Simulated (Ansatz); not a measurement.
# (AlP)2(GaAs)1 [001] superlattice, started as zinc blende: from the cell to its phonons

Aim: the vibrations of (AlP)2(GaAs)1 [001] superlattice, started as zinc blende, their spectra, and whether the structure is stable.

Main program and level: Ansatz 0.2.0; DFT PBEsol, scalar-relativistic, plane waves, PAW.

Report form: the programs' logs are mostly left out.

The structure was built from a prototype and need not be the compound's stable phase.

## Step 1: Set-up

Symmetry: Imm2, No. 44, orthorhombic system. The conventional cell has a = 3.906 Å, b = 3.906 Å, c = 16.570 Å, α = 90.00°, β = 90.00°, γ = 90.00°. Nearest to Al lie 2 P at 2.39 Å and 2 As at 2.39 Å. Al has 4 P at 2.39 Å nearest. Nearest to As lie 2 Ga at 2.39 Å and 2 Al at 2.39 Å. Nearest to Ga lie 2 As at 2.39 Å and 2 P at 2.39 Å. Nearest to P lie 4 Al at 2.39 Å. P has 2 Ga at 2.39 Å and 2 Al at 2.39 Å nearest. Farther neighbours are not listed.

## Step 2: Rough relaxation

The start is far from rest, so a relaxation with loose tolerances brings it close first.

File input.yaml:

```yaml
crystal:
  lattice:
    - [2.76167, 2.76167, 0.0]
    - [-2.76167, 2.76167, 0.0]
    - [2.76167, 0.0, 8.285]
  atoms:
    - { symbol: Al, position: [0.0, 0.0, 0.0] }
    - { symbol: Al, position: [0.333333, 0.666667, 0.333333] }
    - { symbol: As, position: [0.083333, 0.416667, 0.833333] }
    - { symbol: Ga, position: [0.666667, 0.333333, 0.666667] }
    - { symbol: P, position: [0.416667, 0.083333, 0.166667] }
    - { symbol: P, position: [0.75, 0.75, 0.5] }
kpoints:
  mp_grid: { grid: [6, 6, 6] }
hamiltonian:
  xc: pbesol
scf:
  occupations: { method: gaussian, width: 0.1 }
output:
  forces: true
  stress: true
  eigenvalues: true
relax:
  adjacent_minimum: "off"
  f_tol: 0.05
  max_steps: 80
  cell: { stress_tol: 0.5 }
```

The run is started by

```console
> ansatz run input.yaml --threads 8 --pin off --max-ram 14336MiB --backend cpu --events-out ev --progress --plain --runs-dir out
```

Run time: 7.3 s. Hardware: 8 threads of Arm Neoverse V2, shared host; peak memory 0.6 GiB; 54 s of CPU time.

Relaxation path:

| step | energy less that of the first step (eV) | largest force component (eV/Å) | pressure (GPa) | volume (Å³) |
| --- | --- | --- | --- | --- |
| 1 | 0.0000 | 0.7482 | 0.40 | 126.38 |
| 2 | -0.0492 | 0.0393 | -0.04 | 126.87 |
| 3* | -0.0493 | 0.0393 | -0.04 | 126.87 |

Relaxation steps marked * repeat the geometry before them on a plane-wave basis chosen anew for their cell, so energy and pressure can jump there.

Forces are held to the 4 operations that the run works with; a distortion that breaks them can't arise in this run.

| conventional cell, symmetrised | before | after | change |
| --- | --- | --- | --- |
| a (Å) | 3.906 | 3.914 | +0.2 % |
| b (Å) | 3.906 | 3.916 | +0.3 % |
| c (Å) | 16.570 | 16.553 | -0.1 % |
| volume (Å³/atom) | 21.06 | 21.15 | +0.4 % |

The atoms that moved most (Å, as changes of fractional coordinates times the final cell):

| atom | dx | dy | dz | length |
| --- | --- | --- | --- | --- |
| Ga4 | 0.000 | 0.000 | -0.068 | 0.068 |
| Al1 | 0.000 | 0.000 | 0.067 | 0.067 |
| P5 | 0.000 | 0.000 | 0.036 | 0.036 |
| P6 | 0.000 | 0.000 | -0.035 | 0.035 |

The relaxed structure:

```xyz
6
Lattice="2.7691 2.7691 0.0000 -2.7679 2.7679 0.0000 2.7685 0.0006 8.2766" Properties=species:S:1:pos:R:3 pbc="T T T"
Al    0.0000    0.0000    0.0665
Al    0.0006    2.7685    2.7630
As    1.3845    1.3845    6.8934
Ga    2.7691    2.7691    5.4492
P     1.3845    1.3845    1.4159
P     1.3851    4.1530    4.1033
```

This step gave:

```yaml
pressure: -0.03616 GPa
gap_on_the_k_mesh: 1.336 eV
volume_per_atom: 21.15 Å³
direct_gap_on_mesh: 1.516 eV
```

In this step the volume went from 21.06 to 21.15 Å³/atom.

## Step 3: Bringing the structure to rest

The cell and atoms are relaxed, since residual forces and stress would shift the frequencies.

File input.yaml:

```yaml
crystal:
  lattice:
    - [2.7690742959, 2.7690742959, 0.0]
    - [-2.7678824387, 2.7678824387, 0.0]
    - [2.7684783673, 0.0005959286, 8.2765739835]
  atoms:
    - { symbol: Al, position: [-0.0040192886, 0.0040192886, 0.0080385772] }
    - { symbol: Al, position: [0.3330846472, 0.6669153528, 0.3338307057] }
    - { symbol: As, position: [0.0835570622, 0.4164429378, 0.8328858756] }
    - { symbol: Ga, position: [0.6708034548, 0.3291965452, 0.6583930903] }
    - { symbol: P, position: [0.4144620523, 0.0855379477, 0.1710758954] }
    - { symbol: P, position: [0.7521120721, 0.7478879279, 0.4957758557] }
kpoints:
  mp_grid: { grid: [6, 6, 6] }
hamiltonian:
  xc: pbesol
scf:
  occupations: { method: gaussian, width: 0.02 }
output:
  forces: true
  stress: true
  eigenvalues: true
  write_density: true
  write_potential: true
  elf: true
  volumetric_format: npy
relax:
  adjacent_minimum: "off"
  f_tol: 0.005
  max_steps: 80
  cell: { stress_tol: 0.05 }
```

Elapsed: 9.1 s, on 8 threads; peak memory 0.6 GiB.

Little changed from the start: no atom moved by 0.005 Å and no cell edge by 0.1 %.

This step gave:

```
pressure           : 5.48e-4 GPa
gap on the k-mesh  : 1.339 eV
volume per atom    : 21.14 Å³
direct gap on mesh : 1.524 eV
```

Electrostatic potential energy in the ac plane of the conventional cell at fractional y = 0.500, with atoms of Al and As and Ga and P within 0.2 Å of it. With pseudopotentials it is smooth inside the atoms' cores, unlike the true potential.

Ten even steps from '0' (-43 eV) to '9' (11 eV), each cell a mean:
```
66679999998766
88999999999988
99999999999999
99999999999999
99999877789999
99986100037999
77886200147877
76678888888667
66678999998666
88899999999988
99999999999999
99999999999999
99998777789999
99986799867899
77886688767887
44578888888654
45579999998654
78899999999987
99999999999999
99999999999999
99998866789999
99985100037999
77886311247877
76678888888667
```
Columns run along a (3.9 Å; values clipped at the 3rd and 97th percentile), rows up along c (16.6 Å), edges of the conventional cell, whose origin can differ from the input's. Atoms in or near the plane, at fractional coordinates: Al at (0.00, 0.00), Al at (0.00, 0.67), As at (0.50, 0.42), Ga at (0.00, 0.33), P at (0.50, 0.09), P at (0.50, 0.75).

Valence density in the ac plane of the conventional cell at fractional y = 0.500, with atoms of Al and As and Ga and P within 0.2 Å of it. It is the smooth field of the valence electrons, not physical close to the nuclei.

Ten steps, logarithmic in the rise over the least value, from '0' (0 e/Å³) to '9' (19 e/Å³), each cell a mean:
```
00000000000100
11000000000001
00000000000000
00000000000000
00001222211000
00122221232110
11223322333211
00122222222110
00010000000100
10000000000001
00000000000000
00000000000000
00001233221000
00123699852110
22223688743222
98422222222359
97421000001258
21100000000012
00000000000000
00000000000000
00011222221000
00122221232110
11223322332211
00112222222110
```
Columns run along a (3.9 Å), rows up along c (16.6 Å), edges of the conventional cell, whose origin can differ from the input's. Atoms in or near the plane, at fractional coordinates: Al at (0.00, 0.00), Al at (0.00, 0.67), As at (0.50, 0.42), Ga at (0.00, 0.33), P at (0.50, 0.09), P at (0.50, 0.75).

ELF in the ac plane of the conventional cell at fractional y = 0.500, with atoms of Al and As and Ga and P within 0.2 Å of it. It is the smooth field of the valence electrons, not physical close to the nuclei.

Ten even steps from '0' (0.02) to '9' (0.92), each cell a mean:
```
11122222222211
33210000001233
10000000000001
00001122210000
00135777764210
13677521368752
36999843599984
01589888899730
00133322333210
32210000001123
00000000000000
00001234321000
00135666664310
12566422356542
23577533467643
01246666665310
01222222222210
22211000001222
10000000000001
00001344321000
00246778775310
13677411268752
36999843699984
11488887888620
```
Columns run along a (3.9 Å), rows up along c (16.6 Å), edges of the conventional cell, whose origin can differ from the input's. Atoms in or near the plane, at fractional coordinates: Al at (0.00, 0.00), Al at (0.00, 0.67), As at (0.50, 0.42), Ga at (0.00, 0.33), P at (0.50, 0.09), P at (0.50, 0.75).

In this step the volume went from 21.15 to 21.14 Å³/atom.

## Step 4: Relaxing to small forces for the phonons

Phonons need a cell at rest on their own settings, so the relaxation is repeated with tight tolerances on forces and stress, using the mesh and the filling of the phonon run that follows.

File input.yaml:

```yaml
crystal:
  lattice:
    - [2.7682875414, 2.7682875414, 0.0]
    - [-2.7678005781, 2.7678005781, 0.0]
    - [2.7680440598, 0.0002434817, 8.2753240443]
  atoms:
    - { symbol: Al, position: [-0.003759293, 0.003759293, 0.007518586] }
    - { symbol: Al, position: [0.3330302252, 0.6669697748, 0.3339395495] }
    - { symbol: As, position: [0.0835784982, 0.4164215018, 0.8328430036] }
    - { symbol: Ga, position: [0.670670929, 0.329329071, 0.658658142] }
    - { symbol: P, position: [0.4146300541, 0.0853699459, 0.1707398918] }
    - { symbol: P, position: [0.7518495866, 0.7481504134, 0.4963008269] }
kpoints:
  mp_grid: { grid: [8, 8, 8] }
hamiltonian:
  xc: pbesol
scf:
  occupations: { method: fixed }
output:
  forces: true
  stress: true
  eigenvalues: true
  write_density: true
  write_potential: true
  elf: true
  volumetric_format: npy
relax:
  adjacent_minimum: "off"
  f_tol: 0.001
  max_steps: 60
  cell: { stress_tol: 0.01 }
```

Wall time 18 s (8 threads); peak memory 0.72 GiB; 2.4 min of CPU time.

The steps of the relaxation:

| step | energy less that of the first step (eV) | largest force component (eV/Å) | pressure (GPa) | volume (Å³) |
| --- | --- | --- | --- | --- |
| 1 | 0.0000 | 0.0029 | -0.01 | 126.81 |
| 2 | -0.0001 | 0.0027 | 0.00 | 126.80 |
| 3 | -0.0001 | 0.0004 | 0.00 | 126.80 |
| 4* | -0.0001 | 0.0004 | 0.00 | 126.80 |

Relaxation steps marked * repeat the geometry before them on a plane-wave basis chosen anew for their cell, so energy and pressure can jump there.

The run keeps the 4 symmetry operations that it works with, so distortions that break them were not tested.

| conventional cell, symmetrised | before | after | change |
| --- | --- | --- | --- |
| a (Å) | 3.914 | 3.912 | -0.1 % |
| b (Å) | 3.915 | 3.912 | -0.1 % |
| c (Å) | 16.551 | 16.570 | +0.1 % |
| volume (Å³/atom) | 21.14 | 21.13 | -0.0 % |

Numbers from this step:

```yaml
pressure: -2.79e-4 GPa
gap_on_the_k_mesh: 1.333 eV
volume_per_atom: 21.13 Å³
direct_gap_on_mesh: 1.529 eV
```

ELF in the ac plane of the conventional cell at fractional y = 0.500, with atoms of Al and As and Ga and P within 0.2 Å of it. It is the smooth field of the valence electrons, not physical close to the nuclei.

Ten even steps from '_' (0.02) to '@' (0.92), each cell a mean:
```
......::::::::::::::::::....
----::..____________..::----
..________________________..
________....::::::..________
____..--++########**==::..__
..--**####++::..--**%%##++::
--**@@@@@@%%==--++@@@@@@%%==
__..++%%@@%%%%%%%%@@@@##--__
____..------::::------::..__
--::::..____________....::--
____________________________
________..::------::..______
____..--++**********==--..__
..::++****==::::--++**++==::
::--++####++----==**##**==--
__..::==************++--..__
__..::::::::::::::::::::..__
::::::....__________..::::::
..________________________..
________..::--==--::..______
____::==**####%%####++--..__
..--**####==....::**%%##++::
--**@@@@@@%%==--**@@@@@@%%==
....==%%%%%%%%##%%%%%%**::__
```
Columns run along a (3.9 Å), rows up along c (16.6 Å), edges of the conventional cell, whose origin can differ from the input's. Atoms in or near the plane, at fractional coordinates: Al at (0.00, 0.00), Al at (0.00, 0.67), As at (0.50, 0.42), Ga at (0.00, 0.33), P at (0.50, 0.09), P at (0.50, 0.75).

Electrostatic potential energy in the ac plane of the conventional cell at fractional y = 0.500, with atoms of Al and As and Ga and P within 0.2 Å of it. With pseudopotentials it is smooth inside the atoms' cores, unlike the true potential.

Ten even steps from '_' (-43 eV) to '@' (11 eV), each cell a mean:
```
******##@@@@@@@@@@@@%%##****
%%%%@@@@@@@@@@@@@@@@@@@@%%%%
@@@@@@@@@@@@@@@@@@@@@@@@@@@@
@@@@@@@@@@@@@@@@@@@@@@@@@@@@
@@@@@@@@@@%%######%%@@@@@@@@
@@@@@@%%**..______--##@@@@@@
####%%%%**::____..==##%%####
##****##%%%%%%%%%%%%%%****##
******##%%@@@@@@@@@@%%******
%%%%%%@@@@@@@@@@@@@@@@@@%%%%
@@@@@@@@@@@@@@@@@@@@@@@@@@@@
@@@@@@@@@@@@@@@@@@@@@@@@@@@@
@@@@@@@@%%########%%@@@@@@@@
@@@@@@%%**##@@@@%%**##%%@@@@
####%%%%****%%%%##**##%%%%##
====++##%%%%%%%%%%%%%%**++==
==++++##@@@@@@@@@@@@%%**++==
##%%%%@@@@@@@@@@@@@@@@@@%%##
@@@@@@@@@@@@@@@@@@@@@@@@@@@@
@@@@@@@@@@@@@@@@@@@@@@@@@@@@
@@@@@@@@@@%%****##%%@@@@@@@@
@@@@@@%%++..______::##@@@@@@
####%%%%**--....::==##%%####
##****##%%%%%%%%%%%%%%****##
```
Columns run along a (3.9 Å; values clipped at the 3rd and 97th percentile), rows up along c (16.6 Å), edges of the conventional cell, whose origin can differ from the input's. Atoms in or near the plane, at fractional coordinates: Al at (0.00, 0.00), Al at (0.00, 0.67), As at (0.50, 0.42), Ga at (0.00, 0.33), P at (0.50, 0.09), P at (0.50, 0.75).

Valence density in the ac plane of the conventional cell at fractional y = 0.500, with atoms of Al and As and Ga and P within 0.2 Å of it. It is the smooth field of the valence electrons, not physical close to the nuclei.

Ten steps, logarithmic in the rise over the least value, from '_' (0 e/Å³) to '@' (19 e/Å³), each cell a mean:
```
______________________..____
....______________________..
____________________________
____________________________
________..::::::::....______
____..::::::::..::--::....__
....::::----::::------::....
____..::::::::::::::::....__
______..______________..____
..________________________..
____________________________
____________________________
________..::----::::..______
____..::--**@@@@%%++::....__
::::::::--**%%%%##==--::::::
@@%%==::::::::::::::::--++@@
@@##==::..__________..::++%%
::....________________....::
____________________________
____________________________
______....::::::::::..______
____..::::::::..::--::....__
....::::----::::----::::....
____....::::::::::::::....__
```
Columns run along a (3.9 Å), rows up along c (16.6 Å), edges of the conventional cell, whose origin can differ from the input's. Atoms in or near the plane, at fractional coordinates: Al at (0.00, 0.00), Al at (0.00, 0.67), As at (0.50, 0.42), Ga at (0.00, 0.33), P at (0.50, 0.09), P at (0.50, 0.75).

The largest force component left is 0.43 meV/Å and the pressure is 0.000 GPa, within the tolerances set. The cell now holds 21.13 Å³/atom.

## Step 5: Modes at Γ

The zone centre is the only wavevector solved here; it holds the modes that light can see, as far as symmetry allows. The response to a homogeneous field gives the Born charges and the dielectric tensor, and its change with displacement the Raman tensors.

File input.yaml:

```yaml
crystal:
  lattice:
    - [2.7664874346, 2.7664874346, 0.0]
    - [-2.7660336629, 2.7660336629, 0.0]
    - [2.7662605488, 0.0002268859, 8.2852278007]
  atoms:
    - { symbol: Al, position: [-0.0037581077, 0.0037581077, 0.0075162154] }
    - { symbol: Al, position: [0.333028488, 0.666971512, 0.333943024] }
    - { symbol: As, position: [0.0835924511, 0.4164075489, 0.8328150978] }
    - { symbol: Ga, position: [0.6706784815, 0.3293215185, 0.6586430371] }
    - { symbol: P, position: [0.4146283302, 0.0853716698, 0.1707433396] }
    - { symbol: P, position: [0.751830357, 0.748169643, 0.496339286] }
kpoints:
  mp_grid: { grid: [8, 8, 8] }
hamiltonian:
  xc: pbesol
scf:
  occupations: { method: fixed }
output:
  eigenvalues: true
phonons:
  method: dfpt
  dielectric: true
  rigid_motions: translations
  raman: true
```

It took 28 min on 8 threads; peak memory 8.7 GiB; 3.4 h of CPU time.

This step gave:

```yaml
sum_rule_residual_before_enforcement: 8.66e-5 eV/Å²
miss_of_the_charge_sum_rule: 0.007814 e
estimated_error_of_the_dielectric_tensor: 0.03872
estimated_error_of_the_born_charges: 0.01872 e
point_group: mm2
highest_optical_mode_at_the_zone_centre_no_lo_to_term: 429.7 cm⁻¹
lowest_optical_zone_centre_mode: 89.85 cm⁻¹
mean_high_frequency_dielectric_constant: 9.551
largest_born_charge_third_of_the_trace: -2.373 e
mean_static_dielectric_constant: 11.69
top_of_the_zone_centre_spectrum_with_the_field: 461.3 cm⁻¹
```

[end of part 1 of 2]

[Logs are printed without paths, hosts, clocks, repeated set-up lines and the standing remarks that a program may print on its own settings, such as how far it seeks lower states.]

[Hosts, paths, dates, database ids (printed as entryN), source tags and the programs' standing remarks are cut or masked in the printed files.]
